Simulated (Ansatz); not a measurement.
# Tc of Ag (Fm-3m) from its phonons

Aim: the phonon-mediated transition temperature of Ag (Fm-3m) at ambient pressure, over a range of μ*. The cell shown first is a relaxed one, from steps not shown here.

Main program and level: Ansatz 0.2.0; DFT PBE, scalar-relativistic, plane waves, PseudoDojo norm-conserving pseudopotentials, in the first sound run; inputs show where later runs differ.

This is a report of a sequence of runs, with most program output left out.

## (1) The cell after earlier relaxation steps

It takes space group Fm-3m (No. 225, cubic). The conventional cell has a = 4.150 Å, b = 4.150 Å, c = 4.150 Å, α = 90.00°, β = 90.00°, γ = 90.00°. Nearest to Ag lie 12 Ag at 2.93 Å.

## (2) Coupling and resistivity: PseudoDojo files

The run that gives the couplings also evaluates McMillan's and Allen and Dynes's formulas and, where asked, the Eliashberg equations, over a range of μ*.

input.yaml

```yaml
crystal:
  lattice:
    - [0.0, 2.0749593903, 2.0749593903]
    - [2.0749593903, 0.0, 2.0749593903]
    - [2.0749593903, 2.0749593903, 0.0]
  atoms:
    - { symbol: Ag, position: [0.0, 0.0, 0.0] }
kpoints:
  mp_grid: { grid: [9, 9, 9] }
hamiltonian:
  xc: pbe
  pseudopotentials: { kind: nc, accuracy: standard }
scf:
  occupations: { method: methfessel_paxton, width: 0.2 }
output:
  eigenvalues: true
phonons:
  method: dfpt
  qmesh: [3, 3, 3]
  temperatures: { t_max: 1000, t_step: 50 }
  qpath:
    path:
      - [[0.0, 0.0, 0.0], [0.5, 0.0, 0.5], [0.625, 0.25, 0.625]]
      - [[0.375, 0.375, 0.75], [0.0, 0.0, 0.0], [0.5, 0.5, 0.5], [0.5, 0.25, 0.75], [0.5, 0.0, 0.5]]
    npoints: 10
  electrical_resistivity:
    mesh: [16, 16, 16]
    temperatures: [20.0, 50.0, 80.0, 100.0, 150.0, 200.0, 273.0, 300.0, 400.0, 500.0, 600.0, 800.0]
  superconductivity: { mesh: [16, 16, 16], eliashberg_equations: false }
```

On the command line:

```
> ansatz run input.yaml --threads 4 --pin off --max-ram 10240MiB --backend cpu --events-out ev --progress --plain --runs-dir out
```

Elapsed: 51 s, on 4 threads of Intel Xeon Platinum 8559C (Emerald Rapids), shared host; peak memory 2.2 GiB.

Numbers from this step:

- volume per atom: 17.87 Å³
- metallic on mesh: yes
- gap on the k-mesh: 0 eV
- zero point energy: 0.01929 eV/cell
- share of imaginary modes in the plain interpolation between solved wavevectors: 0
- highest frequency, solved or plainly interpolated: 159.6 cm⁻¹
- Debye temperature (second moment): 201 K
- resistivity at 300 K: 1.943 μΩ cm
- coupling constant λ: 0.1463
- density of states at the Fermi level: 0.1382 states/eV a spin and cell
- log mean phonon energy ħω_log: 11.77 meV
- transport coupling constant λ_tr: 0.135, 0.135, 0.135 (xx, yy, zz)
- Drude plasma energy: 8.968, 8.968, 8.968 eV (xx, yy, zz)
- resistivity times mean free path: 8.673, 8.673, 8.673 × 10⁻¹⁶ Ω m² (xx, yy, zz)
- second-moment phonon energy ħω₂: 13.16 meV
- coupling λ by branch: 0.0416, 0.0545, 0.0502 (branches by rank of frequency)

An empty cell: under 1 mK by a formula, or no transition down to the floor of the Eliashberg search. Transition temperatures:

```csv
μ*,McMillan Tc (K),Allen–Dynes Tc (K)
0.08,-,-
0.1,-,-
0.12,-,-
0.13,-,-
0.14,-,-
0.16,-,-
0.2,-,-
```

## (3) Resistivity: finite displacements

Finite displacements in a supercell are the other road to force constants and couplings; here with the base functional.

This step: DFT PBE, scalar-relativistic, plane waves, PAW (Ansatz 0.2.0).

Changes to input.yaml since step 2:

```diff
@@ -2,5 +2,5 @@
   lattice:
-    - [0.0, 2.0749593903, 2.0749593903]
-    - [2.0749593903, 0.0, 2.0749593903]
-    - [2.0749593903, 2.0749593903, 0.0]
+    - [0.0, 2.07536954, 2.07536954]
+    - [2.07536954, 0.0, 2.07536954]
+    - [2.07536954, 2.07536954, 0.0]
   atoms:
@@ -11,3 +11,2 @@
   xc: pbe
-  pseudopotentials: { kind: nc, accuracy: standard }
 scf:
@@ -17,4 +16,4 @@
 phonons:
-  method: dfpt
-  qmesh: [3, 3, 3]
+  method: fd
+  supercell: [3, 3, 3]
   temperatures: { t_max: 1000, t_step: 50 }
```

The job ended after 53 s (4 threads; peak memory 3.9 GiB).

Numbers from this step:

* volume per atom: 17.88 Å³
* zero point energy: 0.01923 eV/cell
* highest frequency, solved or plainly interpolated: 159.1 cm⁻¹
* resistivity at 300 K: 1.956 μΩ cm
* coupling constant λ: 0.1478
* density of states at the Fermi level: 0.1383 states/eV a spin and cell
* log mean phonon energy ħω_log: 11.67 meV
* transport coupling constant λ_tr: 0.1358, 0.1358, 0.1358 (xx, yy, zz)
* Drude plasma energy: 8.964, 8.964, 8.964 eV (xx, yy, zz)
* resistivity times mean free path: 8.676, 8.676, 8.676 × 10⁻¹⁶ Ω m² (xx, yy, zz)
* second-moment phonon energy ħω₂: 13.10 meV
* coupling λ by branch: 0.0424, 0.0551, 0.0503 (branches by rank of frequency)

An empty cell: under 1 mK by a formula, or no transition down to the floor of the Eliashberg search. Transition temperatures:

```csv
μ*,McMillan Tc (K),Allen–Dynes Tc (K)
0.08,-,-
0.1,-,-
0.12,-,-
0.13,-,-
0.14,-,-
0.16,-,-
0.2,-,-
```

## (4) Electron–phonon run: r2SCAN at its own relaxed cell

The functional sets the lattice constant, the bands and the force constants.

This step: DFT r2SCAN, scalar-relativistic, plane waves, PAW (Ansatz 0.2.0).

Changes to input.yaml since step 3:

```diff
@@ -2,5 +2,5 @@
   lattice:
-    - [0.0, 2.07536954, 2.07536954]
-    - [2.07536954, 0.0, 2.07536954]
-    - [2.07536954, 2.07536954, 0.0]
+    - [0.0, 2.0534689269, 2.0534689269]
+    - [2.0534689269, 0.0, 2.0534689269]
+    - [2.0534689269, 2.0534689269, 0.0]
   atoms:
@@ -10,3 +10,3 @@
 hamiltonian:
-  xc: pbe
+  xc: r2scan
 scf:
@@ -16,4 +16,4 @@
 phonons:
-  method: fd
-  supercell: [3, 3, 3]
+  method: dfpt
+  qmesh: [3, 3, 3]
   temperatures: { t_max: 1000, t_step: 50 }
```

Run time: 86 s. Hardware: 4 threads; peak memory 3.5 GiB.

This step gave:

```yaml
volume_per_atom: 17.32 Å³
zero_point_energy: 0.02002 eV/cell
highest_frequency_solved_or_plainly_interpolated: 166.8 cm⁻¹
debye_temperature_second_moment: 209 K
resistivity_at_300_k: 1.766 μΩ cm
coupling_constant_lambda: 0.1432
density_of_states_at_the_fermi_level: 0.1292 states/eV a spin and cell
log_mean_phonon_energy_omega_log: 12.08 meV
transport_coupling_constant_lambda_tr: 0.1331, 0.1331, 0.1331 (xx, yy, zz)
drude_plasma_energy: 9.331, 9.331, 9.331 eV (xx, yy, zz)
resistivity_times_mean_free_path: 8.494, 8.494, 8.494 × 10⁻¹⁶ Ω m² (xx, yy, zz)
second_moment_phonon_energy_omega: 13.62 meV
coupling_lambda_by_branch: 0.0419, 0.0533, 0.048 (branches by rank of frequency)
```

An empty cell: under 1 mK by a formula, or no transition down to the floor of the Eliashberg search. Transition temperatures:

```csv
μ*,McMillan Tc (K),Allen–Dynes Tc (K)
0.08,-,-
0.1,-,-
0.12,-,-
0.13,-,-
0.14,-,-
0.16,-,-
0.2,-,-
```

The Eliashberg function α²F by phonon energy; read off at these points:

```csv
phonon energy (meV),α²F,α²F tr
1.00,0,0
1.50,1.9e-4,0
2.00,9.0e-4,1.0e-4
2.50,0.00153,3.0e-4
3.00,0.00218,5.3e-4
3.50,0.00311,0.00108
4.00,0.00405,0.00170
4.50,0.00539,0.00239
5.00,0.00668,0.00350
5.50,0.00814,0.00504
6.00,0.00980,0.00701
6.50,0.0120,0.00994
7.00,0.0146,0.0136
7.50,0.0179,0.0181
8.00,0.0221,0.0241
8.50,0.0276,0.0324
9.00,0.0389,0.0500
9.50,0.0456,0.0616
10.00,0.0481,0.0627
10.50,0.0528,0.0653
11.00,0.0621,0.0738
11.50,0.0790,0.0913
12.00,0.100,0.111
12.50,0.121,0.125
13.00,0.0764,0.0805
13.50,0.0732,0.0689
14.00,0.0765,0.0658
14.50,0.0792,0.0633
15.00,0.0784,0.0594
15.50,0.0722,0.0526
16.00,0.0633,0.0449
16.50,0.0242,0.0146
17.00,0.0358,0.0239
17.50,0.0968,0.0702
18.00,0.148,0.109
18.50,0.156,0.122
18.64,0.159,0.127
19.00,0.0998,0.0811
19.50,0.0604,0.0497
20.00,0.0241,0.0198
```

Twice the integral of α²F/ω over this curve gives λ = 0.14, half of it from below 12.9 meV. Distinct peaks of the Eliashberg function α²F (α²F) stand at 12.56 and 18.64 meV; the one at 18.6 meV is strongest.

## (5) What came out

```yaml
meshes: q 3×3×3, k 9×9×9, scattering 16×16×16
coupling_constant_lambda: 0.143
log_mean_phonon_energy_omega_log: 12.1 meV
```

**Reading.** In the last run (r2SCAN, q 3×3×3, k 9×9×9, scattering 16×16×16), with λ = 0.14 and ħω_log = 12.1 meV, Tc at μ* = 0.13 is under 1 mK by the formulas. Wikipedia's list of superconducting elements holds no transition of Ag at normal pressure, in line with the calculation. In that run Allen and Dynes's formula gives no transition above 0.05 K at μ* = 0.10 or more. By the run's own test λ is not converged in the fine mesh: it moves by 3 % between the two finest. The run's transport test calls it not converged in the mesh. These meshes are coarse. Over the runs, λ takes the values 0.146, 0.148 and 0.143, in the order shown. μ* is a typed number, phonons are harmonic, and spin fluctuations are left out; with λ this near or under μ*(1 + 0.62 λ), the formulas give Tc only to its order of magnitude, or none.

[Logs are printed without paths, hosts, clocks, repeated set-up lines and the standing remarks that a program may print on its own settings, such as how far it seeks lower states.]

[Hosts, paths, dates, database ids (printed as entryN), source tags and the programs' standing remarks are cut or masked in the printed files.]
